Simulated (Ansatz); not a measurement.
# K on Ru(0001): change of the work function

How does K on the fcc site change the work function of Ru(0001) as the layer fills?

Calculated with Ansatz 0.2.0; plane-wave DFT, PBE, Ansatz PAW.

### 1. The starting structure

The cell holds 4 atoms: 4 Ru. Cell: a = 2.700 Å, b = 2.700 Å, c = 24.415 Å, α = 90.0°, β = 90.0°, γ = 60.0°. Vacuum lies along c.

### 2. The clean slab

The bare slab comes first, as the zero from which every change is counted. The two lowest layers are held at bulk places and the upper ones relax. The dipole correction removes the false field that a one-sided slab makes across the periodic vacuum, so each face gets a flat vacuum level of its own.

input.yaml reads:

```yaml
crystal:
  lattice:
    - [2.7, 0.0, 0.0]
    - [1.35, 2.3382685902, 0.0]
    - [0.0, 0.0, 24.4152]
  atoms:
    - { symbol: Ru, position: [0.6666666667, 0.6666666667, 0.3686228251] }
    - { symbol: Ru, position: [0.0, 0.0, 0.4562076084] }
    - { symbol: Ru, position: [0.6666666667, 0.6666666667, 0.5437923916] }
    - { symbol: Ru, position: [0.0, 0.0, 0.6313771749] }
kpoints:
  mp_grid: { grid: [12, 12, 1] }
hamiltonian:
  xc: pbe
scf:
  occupations: { method: fermi_dirac, width: 0.1 }
  convergence: { dr2_threshold: 1.0e-08 }
efield:
  axis: 3
  dipole_correction: true
  ramp_position: 0.97
  ramp_width: 0.06
relax:
  f_tol: 0.02
  max_steps: 60
  constraints: [{ sites: [0, 1] }]
output:
  write_potential: true
  write_density: true
  volumetric_format: npy
```

Launch:

```console
$ ansatz run input.yaml --threads 4 --pin off --max-ram 16384MiB --backend cpu --events-out ev --progress --plain --runs-dir out
```

Log:

```text
Engine: ansatz 0.2.0, aarch64-unknown-linux-gnu
Pseudopotentials: kind: paw
Pseudopotential: Ru, paw, valence charge 16, recommended cutoff 420 eV (normal), Ru.paw.azcp
Functional definition: PBE
  parameter kappa = 0.804
  parameter beta = 0.066725
  exchange = pbe_x(kappa = kappa, mu = beta*pi^2/3)
  correlation = pbe_c(beta = beta)
Crystal: 4 atoms, lattice volume = 154.141 Å³
Basis set: ecut = 420 eV, 3063 PW (Γ), exchange–correlation on 40×40×360 points (8 copies of the dense FFT grid, shifted against one another)
Bands: 39, of which v1, the nominal top of the filled ones, is band 32 counted from 1 (31 counted from 0)
Symmetry: 6 space group operations
k-points: 19 of 144 (time reversal used)
Non-local potential: Ru, projectors of the file, l = 0: 3, l = 1: 2, l = 2: 2, l = 3: 1
PAW form: soft (Blöchl's): semilocal exchange-correlation on the pseudo side does not see the compensation charge
PAW one-centre angular grid: Ru, 590 points (default); XC on 64 Gauss nodes
Initial density: superposition of atomic densities (neutral atoms: chi_scale 0, normalization atom), corrected by the library's trained network
Initial wavefunctions: pseudopotential atomic-orbital guess
Functional: x = pbe(κ = 0.804, μ = 0.219515), c = pbe(β = 0.066725)
SCF iter   1: F=—  HF=-23512.726011 eV  |F-HF|=—  |Δ(HF+E_count)|=         —  Δρ=8.02e-3  dr2=4.20e-1  ethr=1.77e-3  p=0.000 e·Å  D=2.55e-14 V/Å  ΔV_dip=-0.00 eV  dr2_dipole=4.18e-8  V_vac-E_F(+/−)=4.75/4.75 eV  ⟨swp⟩=7.4  Hψ=3258  notcnv=0
efield: sawtooth ramp at fractional position 0.9700 (set: `efield.ramp_position`, or a place that a band, a saddle search or an elastic batch's reference lends), width 0.0600; the density the first Hamiltonian is built on has a dipole p = 0.000 e·Å; the dipole correction subtracts the counter field D = 2.55e-14 V/Å, which shifts the + side's vacuum level by -0.00 eV against the − side's; the planar-averaged density in the ramp window peaks in size at 5.1e-6 e/Å³
preconditioner: auto → LDOS  [metal: Δε(μ)=0.040 eV  Ē_g=4.722 eV  σ=0.100 eV  W_gap=0.10  n_scr=18 (ndim 8)  ℏωp=16.9 eV  f_vac=0.584  D(μ)=4.50/eV (n_scr^D=16)  β→1.0]
SCF iter   2: F=—  HF=-23512.720745 eV  |F-HF|=—  |Δ(HF+E_count)|=   5.27e-3  Δρ=3.31e-3  dr2=3.80e-2  ethr=6.57e-4  p=-0.000 e·Å  D=-1.91e-5 V/Å  ΔV_dip=0.00 eV  dr2_dipole=4.73e-7  V_vac-E_F(+/−)=5.00/5.00 eV  ⟨swp⟩=1.5  Hψ=919  notcnv=0
SCF iter   3: F=—  HF=-23512.717886 eV  |F-HF|=—  |Δ(HF+E_count)|=   2.86e-3  Δρ=6.79e-4  dr2=8.55e-4  ethr=5.94e-5  p=-0.000 e·Å  D=-7.45e-6 V/Å  ΔV_dip=0.00 eV  dr2_dipole=3.12e-7  V_vac-E_F(+/−)=5.05/5.05 eV  ⟨swp⟩=2.0  Hψ=932  notcnv=0
SCF iter   4: F=—  HF=-23512.717814 eV  |F-HF|=—  |Δ(HF+E_count)|=   7.16e-5  Δρ=1.58e-4  dr2=1.09e-4  ethr=1.34e-6  p=-0.000 e·Å  D=-6.72e-6 V/Å  ΔV_dip=0.00 eV  dr2_dipole=3.71e-8  V_vac-E_F(+/−)=5.07/5.07 eV  ⟨swp⟩=2.1  Hψ=1171  notcnv=0
SCF iter   5: F=—  HF=-23512.717807 eV  |F-HF|=—  |Δ(HF+E_count)|=   7.22e-6  Δρ=5.25e-5  dr2=8.28e-6  ethr=1.71e-7  p=0.000 e·Å  D=1.09e-6 V/Å  ΔV_dip=-0.00 eV  dr2_dipole=6.52e-10  V_vac-E_F(+/−)=5.08/5.08 eV  ⟨swp⟩=2.2  Hψ=1114  notcnv=0
SCF iter   6: F=—  HF=-23512.717808 eV  |F-HF|=—  |Δ(HF+E_count)|=   7.84e-7  Δρ=2.85e-5  dr2=1.76e-6  ethr=1.29e-8  p=-0.000 e·Å  D=-2.98e-6 V/Å  ΔV_dip=0.00 eV  dr2_dipole=1.16e-11  V_vac-E_F(+/−)=5.09/5.09 eV  ⟨swp⟩=3.0  Hψ=1433  notcnv=0
SCF iter   7: F=—  HF=-23512.717807 eV  |F-HF|=—  |Δ(HF+E_count)|=   1.27e-7  Δρ=8.99e-6  dr2=2.28e-7  ethr=2.75e-9  p=0.000 e·Å  D=5.84e-8 V/Å  ΔV_dip=-0.00 eV  dr2_dipole=4.45e-11  V_vac-E_F(+/−)=5.09/5.09 eV  ⟨swp⟩=2.5  Hψ=1217  notcnv=0
SCF iter   8: F=—  HF=-23512.717808 eV  |F-HF|=—  |Δ(HF+E_count)|=   1.93e-7  Δρ=3.54e-6  dr2=2.81e-8  ethr=3.56e-10  p=-0.000 e·Å  D=-1.02e-7 V/Å  ΔV_dip=0.00 eV  dr2_dipole=1.70e-14  V_vac-E_F(+/−)=5.09/5.09 eV  ⟨swp⟩=2.8  Hψ=1346  notcnv=0
SCF iter   9: F=-23512.717808 eV  HF=-23512.717808 eV  |F-HF|=1.65e-9  |Δ(HF+E_count)|=   2.22e-8  Δρ=1.12e-6  dr2=1.93e-9  ethr=1.56e-11  p=-0.000 e·Å  D=-1.49e-7 V/Å  ΔV_dip=0.00 eV  dr2_dipole=2.06e-13  V_vac-E_F(+/−)=5.09/5.09 eV  ⟨swp⟩=10.6  Hψ=5507  notcnv=0
SCF 1 converged in 9 iterations: F = -23512.717808 eV  dr2 = 1.93e-9
  greatest PAW one-centre occupation: 0.998 electrons in one spin orbital (limit 2), on the Ru atom at site 3 (counted from 0), in its partial waves of l = 0
relax step   1: F+E_penalty+E_count = -23512.71780769 eV  Δ(F+E_penalty+E_count) = +0.000e0 eV  max|allowed force component| = 5.365e-1 eV/Å  Δτ_max = 0.0000 Å  (9 SCF iters, accepted)
Initial density: handed on by an earlier stage of this run
Initial wavefunctions: those handed on with the density
iter 1 solved again at ethr=2.79e-4 eV; its pass at ethr=3.10e-3 eV (dr2=1.79e-1 eV) is discarded
SCF iter   1: F=—  HF=-23512.732681 eV  |F-HF|=—  |Δ(HF+E_count)|=         —  Δρ=4.18e-3  dr2=1.61e-1  ethr=2.79e-4  p=-0.000 e·Å  D=-3.92e-8 V/Å  ΔV_dip=0.00 eV  dr2_dipole=5.05e-2  V_vac-E_F(+/−)=5.08/5.08 eV  ⟨swp⟩=1.4  Hψ=2246  notcnv=0
efield: sawtooth ramp at fractional position 0.9700 (set: `efield.ramp_position`, or a place that a band, a saddle search or an elastic batch's reference lends), width 0.0600; the density the first Hamiltonian is built on has a dipole p = -0.000 e·Å; the dipole correction subtracts the counter field D = -3.92e-8 V/Å, which shifts the + side's vacuum level by +0.00 eV against the − side's; the planar-averaged density in the ramp window peaks in size at 1.2e-6 e/Å³
preconditioner: auto → LDOS  [metal: Δε(μ)=0.011 eV  Ē_g=4.777 eV  σ=0.100 eV  W_gap=0.03  n_scr=18 (ndim 8)  ℏωp=16.9 eV  f_vac=0.589  D(μ)=4.80/eV (n_scr^D=18)  β→1.0]
SCF iter   2: F=—  HF=-23512.729634 eV  |F-HF|=—  |Δ(HF+E_count)|=   3.05e-3  Δρ=1.47e-3  dr2=8.73e-3  ethr=2.51e-4  p=0.001 e·Å  D=1.54e-3 V/Å  ΔV_dip=-0.04 eV  dr2_dipole=1.08e-3  V_vac-E_F(+/−)=5.04/5.07 eV  ⟨swp⟩=1.8  Hψ=865  notcnv=0
SCF iter   3: F=—  HF=-23512.729688 eV  |F-HF|=—  |Δ(HF+E_count)|=   5.40e-5  Δρ=1.46e-3  dr2=8.06e-3  ethr=1.36e-5  p=0.002 e·Å  D=1.78e-3 V/Å  ΔV_dip=-0.04 eV  dr2_dipole=1.74e-4  V_vac-E_F(+/−)=5.04/5.08 eV  ⟨swp⟩=2.9  Hψ=1565  notcnv=0
SCF iter   4: F=—  HF=-23512.727755 eV  |F-HF|=—  |Δ(HF+E_count)|=   1.93e-3  Δρ=1.69e-4  dr2=7.46e-5  ethr=1.26e-5  p=0.001 e·Å  D=1.75e-3 V/Å  ΔV_dip=-0.04 eV  dr2_dipole=2.30e-6  V_vac-E_F(+/−)=5.03/5.07 eV  ⟨swp⟩=2.4  Hψ=1137  notcnv=0
SCF iter   5: F=—  HF=-23512.727757 eV  |F-HF|=—  |Δ(HF+E_count)|=   2.03e-6  Δρ=6.38e-5  dr2=1.06e-5  ethr=1.17e-7  p=0.001 e·Å  D=1.73e-3 V/Å  ΔV_dip=-0.04 eV  dr2_dipole=2.00e-7  V_vac-E_F(+/−)=5.03/5.07 eV  ⟨swp⟩=3.2  Hψ=1576  notcnv=0
SCF iter   6: F=—  HF=-23512.727763 eV  |F-HF|=—  |Δ(HF+E_count)|=   5.90e-6  Δρ=2.64e-5  dr2=1.28e-6  ethr=1.66e-8  p=0.001 e·Å  D=1.75e-3 V/Å  ΔV_dip=-0.04 eV  dr2_dipole=6.23e-9  V_vac-E_F(+/−)=5.03/5.07 eV  ⟨swp⟩=2.3  Hψ=1096  notcnv=0
SCF iter   7: F=—  HF=-23512.727764 eV  |F-HF|=—  |Δ(HF+E_count)|=   6.93e-7  Δρ=6.73e-6  dr2=1.28e-7  ethr=2.01e-9  p=0.002 e·Å  D=1.77e-3 V/Å  ΔV_dip=-0.04 eV  dr2_dipole=1.80e-8  V_vac-E_F(+/−)=5.03/5.07 eV  ⟨swp⟩=3.2  Hψ=1481  notcnv=0
SCF iter   8: F=—  HF=-23512.727764 eV  |F-HF|=—  |Δ(HF+E_count)|=   1.54e-7  Δρ=2.57e-6  dr2=1.73e-8  ethr=2.01e-10  p=0.002 e·Å  D=1.76e-3 V/Å  ΔV_dip=-0.04 eV  dr2_dipole=5.74e-11  V_vac-E_F(+/−)=5.03/5.07 eV  ⟨swp⟩=2.6  Hψ=1265  notcnv=0
SCF iter   9: F=-23512.727764 eV  HF=-23512.727764 eV  |F-HF|=1.10e-8  |Δ(HF+E_count)|=   8.54e-8  Δρ=8.42e-7  dr2=1.45e-9  ethr=1.56e-11  p=0.002 e·Å  D=1.77e-3 V/Å  ΔV_dip=-0.04 eV  dr2_dipole=8.76e-11  V_vac-E_F(+/−)=5.03/5.07 eV  ⟨swp⟩=10.9  Hψ=5451  notcnv=0
SCF 2 converged in 9 iterations: F = -23512.727764 eV  dr2 = 1.45e-9
relax step   2: F+E_penalty+E_count = -23512.72776402 eV  Δ(F+E_penalty+E_count) = -9.956e-3 eV  max|allowed force component| = 2.640e-1 eV/Å  Δτ_max = 0.0631 Å  (9 SCF iters, accepted)
SCF iter   1: F=—  HF=-23512.732127 eV  |F-HF|=—  |Δ(HF+E_count)|=         —  Δρ=2.15e-3  dr2=4.13e-2  ethr=5.39e-4  p=0.002 e·Å  D=1.77e-3 V/Å  ΔV_dip=-0.04 eV  dr2_dipole=1.13e-2  V_vac-E_F(+/−)=5.03/5.08 eV  ⟨swp⟩=2.5  Hψ=1222  notcnv=0
efield: sawtooth ramp at fractional position 0.9700 (set: `efield.ramp_position`, or a place that a band, a saddle search or an elastic batch's reference lends), width 0.0600; the density the first Hamiltonian is built on has a dipole p = 0.002 e·Å; the dipole correction subtracts the counter field D = 1.77e-3 V/Å, which shifts the + side's vacuum level by -0.04 eV against the − side's; the planar-averaged density in the ramp window peaks in size at 1.5e-6 e/Å³
preconditioner: auto → LDOS  [metal: Δε(μ)=0.014 eV  Ē_g=4.748 eV  σ=0.100 eV  W_gap=0.03  n_scr=18 (ndim 8)  ℏωp=16.9 eV  f_vac=0.586  D(μ)=4.73/eV (n_scr^D=18)  β→1.0]
SCF iter   2: F=—  HF=-23512.731430 eV  |F-HF|=—  |Δ(HF+E_count)|=   6.97e-4  Δρ=7.28e-4  dr2=2.45e-3  ethr=6.45e-5  p=0.001 e·Å  D=1.56e-3 V/Å  ΔV_dip=-0.04 eV  dr2_dipole=5.81e-4  V_vac-E_F(+/−)=5.04/5.08 eV  ⟨swp⟩=1.3  Hψ=911  notcnv=0
SCF iter   3: F=—  HF=-23512.731343 eV  |F-HF|=—  |Δ(HF+E_count)|=   8.72e-5  Δρ=6.75e-4  dr2=1.60e-3  ethr=3.83e-6  p=0.001 e·Å  D=1.09e-3 V/Å  ΔV_dip=-0.03 eV  dr2_dipole=1.21e-4  V_vac-E_F(+/−)=5.05/5.07 eV  ⟨swp⟩=3.1  Hψ=1548  notcnv=0
SCF iter   4: F=—  HF=-23512.731020 eV  |F-HF|=—  |Δ(HF+E_count)|=   3.23e-4  Δρ=9.48e-5  dr2=2.67e-5  ethr=2.50e-6  p=0.001 e·Å  D=1.20e-3 V/Å  ΔV_dip=-0.03 eV  dr2_dipole=7.96e-8  V_vac-E_F(+/−)=5.05/5.07 eV  ⟨swp⟩=2.0  Hψ=1076  notcnv=0
SCF iter   5: F=—  HF=-23512.731020 eV  |F-HF|=—  |Δ(HF+E_count)|=   6.03e-7  Δρ=2.91e-5  dr2=1.95e-6  ethr=4.17e-8  p=0.001 e·Å  D=1.21e-3 V/Å  ΔV_dip=-0.03 eV  dr2_dipole=2.55e-7  V_vac-E_F(+/−)=5.04/5.07 eV  ⟨swp⟩=3.1  Hψ=1467  notcnv=0
SCF iter   6: F=—  HF=-23512.731025 eV  |F-HF|=—  |Δ(HF+E_count)|=   4.88e-6  Δρ=1.06e-5  dr2=2.20e-7  ethr=3.05e-9  p=0.001 e·Å  D=1.21e-3 V/Å  ΔV_dip=-0.03 eV  dr2_dipole=2.08e-9  V_vac-E_F(+/−)=5.05/5.07 eV  ⟨swp⟩=2.2  Hψ=1072  notcnv=0
SCF iter   7: F=—  HF=-23512.731026 eV  |F-HF|=—  |Δ(HF+E_count)|=   3.04e-7  Δρ=3.59e-6  dr2=4.54e-8  ethr=3.44e-10  p=0.001 e·Å  D=1.20e-3 V/Å  ΔV_dip=-0.03 eV  dr2_dipole=5.43e-9  V_vac-E_F(+/−)=5.05/5.07 eV  ⟨swp⟩=2.9  Hψ=1360  notcnv=0
SCF iter   8: F=-23512.731026 eV  HF=-23512.731026 eV  |F-HF|=2.10e-8  |Δ(HF+E_count)|=   4.07e-8  Δρ=1.12e-6  dr2=4.97e-9  ethr=1.56e-11  p=0.001 e·Å  D=1.20e-3 V/Å  ΔV_dip=-0.03 eV  dr2_dipole=1.47e-10  V_vac-E_F(+/−)=5.05/5.08 eV  ⟨swp⟩=10.9  Hψ=5658  notcnv=0
SCF 3 converged in 8 iterations: F = -23512.731026 eV  dr2 = 4.97e-9
relax step   3: F+E_penalty+E_count = -23512.73102571 eV  Δ(F+E_penalty+E_count) = -3.262e-3 eV  max|allowed force component| = 1.726e-2 eV/Å  Δτ_max = 0.0292 Å  (8 SCF iters, accepted)
NSCF: frozen V_eff on 19 k-points
the band table was solved once a step of the walk had ended and its energy, with any forces and stress, was formed, with the checks that follow a solve (3207 applications of the Hamiltonian). They found nothing against the state; the energy, forces and stress were not computed again (output.eigenvalues in the input reference)
WARN: The input density's exchange-correlation potential varies sharply where the density is thin. Do not read a vacuum level from v_tot or v_xc, or from such a field of the output density. On a cell that repeats whose density bears no net charge and no dipole along the vacuum's axis use v_es (v_loc + v_h of the components); under efield.dipole_correction with no amplitude use v_es + v_field, which holds any external [...]
SCF converged after 8 iterations
Free energy (F): -23512.731026 eV
Harris-Foulkes:  -23512.731026 eV  (|F-HF|=2.10e-8)
Internal energy: -23512.573717 eV  (E = F + TS)
E sigma→0 (E₀):  -23512.652371 eV
Entropy (-TS):   -0.157309 eV (-39.327 meV/atom)
Fermi energy:    5.070094 eV
Dipole field:    D = 0.001218 V/Å  (p = 0.001038 e·Å, saw-weighted, corrected)
Work function:   Φ+ = 5.0457 eV   Φ− = 5.0754 eV
Levels:          The Fermi level and band energies are counted from a zero that moves with the ramp; work functions are not
--- Per-component energies (eV) ---
  E_band       = -1382.396250
  E_kinetic    = 2053.424202
  E_local      = -108450.119539  (includes V_loc(G=0)·N_el)
  E_nonlocal   = 1374.134429
  E_hartree    = 52740.331170
  E_xc         = -759.224491
  E_vxc        = -952.769082  (∫ρ·V_xc dr)
  E_paw        = -13843.557206  (= ΣΔE_a)
  E_vpaw       = -887.740778  (= ΣTr[D̂ρ^β])
  E_aug_tail   = -0.000773  (compensation charges beyond the density's cutoff)
  E_efield     = 0.000001  (sawtooth field / dipole correction)
  E_vefield    = 0.000284  (∫n·V_field dr)
  E_ewald      = 43372.438490
  E_smearing   = -0.157309  (= −TS)
  E_closure    = -0.000000  (closes the sum)
  Σ components = -23512.731026   (vs F -23512.731026, Δ=0.00e0)
--- Forces (eV/Å), atoms counted from 1 ---
  atom   1  Ru     0.00000000    -0.00000000     0.47191100
  atom   2  Ru    -0.00000000     0.00000000    -0.45864794
  atom   3  Ru    -0.00000000    -0.00000000    -0.01725956
  atom   4  Ru    -0.00000000    -0.00000000     0.00398370
  max |Σ_I F_I| component: 1.28e-5 eV/Å
--- Band table (eV; the first three rows and the last of 19) ---
  k-point 0: bands = [... 28 lower, 3.1032, 3.1032, 3.3035, 4.2564, 4.2564, 5.1708, 5.2356, 5.2356, ... 3 higher]
  k-point 1: bands = [... 28 lower, 3.1352, 3.2707, 3.3655, 4.0857, 4.2001, 4.6895, 4.9614, 5.1771, ... 3 higher]
  k-point 2: bands = [... 28 lower, 3.2004, 3.4733, 3.6256, 3.7607, 4.0789, 4.3168, 4.8058, 5.0858, ... 3 higher]
  k-point 18: bands = [... 28 lower, 3.0217, 3.8651, 4.4540, 5.7029, 5.7380, 5.7613, 6.1990, 6.2368, ... 3 higher]
--- Relaxed structure (3 steps of the walk, 3 accepted, 0 SCFs on fresh bases) ---
  F+E_penalty+E_count = -23512.73102571 eV   max|allowed force component| = 1.726e-2 eV/Å
  atoms:
    - { symbol: Ru, position: [0.666667, 0.666667, 0.3686228251] }
    - { symbol: Ru, position: [0.0, 0.0, 0.456208] }
    - { symbol: Ru, position: [0.666667, 0.666667, 0.544587] }
    - { symbol: Ru, position: [-1.393648e-18, 0, 0.629989] }
```

Run time: 11 s. Hardware: 4 threads of Arm Neoverse V1, shared host; peak memory 0.46 GiB; 40 s of CPU time.

Step by step:

```tsv
step	energy less that of the first step (eV)	largest force component (eV/Å)
1	0.0000	0.5365
2	-0.0100	0.2640
3	-0.0132	0.0173
```

Forces are held to the 6 operations that the program found; a distortion that breaks them can't arise in this run.

The atoms that moved most (Å):

```tsv
atom	dx	dy	dz	length
Ru4	0.000	0.000	-0.034	0.034
Ru3	0.000	0.000	0.019	0.019
```

Final coordinates:

```xyz
4
Lattice="2.7000 0.0000 0.0000 1.3500 2.3383 0.0000 0.0000 0.0000 24.4152" Properties=species:S:1:pos:R:3
Ru    2.7000    1.5588    9.0000
Ru    0.0000    0.0000   11.1384
Ru    2.7000    1.5588   13.2962
Ru    0.0000    0.0000   15.3813
```

This step gave:

| Property | Result |
| --- | --- |
| energy at zero smearing | -23512.6524 eV |
| work function, upper face | 5.046 eV |
| work function, lower face | 5.075 eV |
| dipole along the normal | 0.001038 e·Å |
| step between the vacuum levels | -0.02975 eV |

Running mean over 2.138 Å of the planar mean; the ramp of the sawtooth is left out. Table of electron's electrostatic potential energy less the Fermi level by z:

```tsv
z (Å)	electron's electrostatic potential energy less the Fermi level (eV)
3.0	5.08
3.5	5.07
4.0	5.07
4.5	5.07
5.0	5.07
5.5	5.05
6.0	4.98
6.5	4.76
7.0	3.94
7.5	0.744
8.0	-6.27
8.5	-12.3
9.0	-14.2
9.5	-14.5
10.0	-14.6
10.5	-14.7
11.0	-14.8
11.5	-14.8
12.0	-14.6
12.5	-14.7
13.0	-14.9
13.5	-15.0
14.0	-15.4
14.5	-15.4
15.0	-14.8
15.5	-14.1
16.0	-11.4
16.5	-4.48
17.0	1.85
17.5	4.21
18.0	4.81
18.5	4.98
19.0	5.03
19.5	5.04
20.0	5.04
20.5	5.05
21.0	5.05
```

The relaxation took 3 steps and lowered the energy by 0.013 eV; the largest force on the free atoms ends at 0.017 eV/Å.

The work function of the upper face is 5.05 eV.

[end of part 1 of 3]

[Long decimals in the printed logs are rounded to 6 places.]

[Logs are printed without paths, hosts, clocks, repeated set-up lines and the standing remarks that a program may print on its own settings, such as how far it seeks lower states.]

[Hosts, paths, dates, database ids (printed as entryN), source tags and the programs' standing remarks are cut or masked in the printed files.]

[Maps of the electrostatic potential energy from Ansatz leave out the sawtooth potential of an applied field or a dipole correction, so their vacuum need not be flat; planar profiles and work functions include it.]
